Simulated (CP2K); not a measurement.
Two runs for the C K edge of hydroxyacetonitrile. Run A: CP2K XAS_TDP, all-electron GAPW, PBEh(45%), aug-cc-pVDZ, TDA, no relativity. Run B differs in one setting.

First lines with a strength over 0.0015. A:

```csv
atom,energy (eV),states,"strength, one atom"
C2 (bonded to C and N),282.20,1,0.0491
,282.51,1,0.0568
,286.07,1,0.0050
,286.92,1,0.0020
,287.52,1,0.0064
"C3 (bonded to C, O and 2 H)",285.13,1,0.0232
,286.36,1,0.0113
,286.55,1,0.0032
,287.28,1,0.0149
,287.61,1,0.0254
```

B:

```csv
atom,energy (eV),states,"strength, one atom"
C2 (bonded to C and N),276.76,1,0.0343
,277.26,1,0.0452
,278.39,1,0.0019
,279.20,1,0.0048
,280.06,1,0.0026
"C3 (bonded to C, O and 2 H)",278.92,1,0.0110
,279.92,1,0.0039
,280.62,1,0.0055
,281.10,1,0.0106
,281.62,1,0.0027
```

Which was it: GW2X switched on, scalar relativity switched on, the basis, the functional?

The functional (functional from PBEh(45%) to PBE0; the lines alone don't name the new value). A functional moves all lines by electronvolts and changes their spacings and strengths. Against PBEh(45%) in aug-cc-pVDZ, the leading lines move by -5.44 eV (C2, to 276.76) and -6.21 eV (C3, to 278.92); the strength of C2's goes from 0.0491 to 0.0343. The next line of C2 over the strength cut lies 0.50 eV higher, against 0.31.

[Banner, clock and machine lines of the logs are left out without a mark of their own.]

[Logs are printed without paths, hosts, clocks, repeated set-up lines and the standing remarks that a program may print on its own settings, such as how far it seeks lower states.]

[Hosts, paths, dates, database ids (printed as entryN), source tags and the programs' standing remarks are cut or masked in the printed files.]
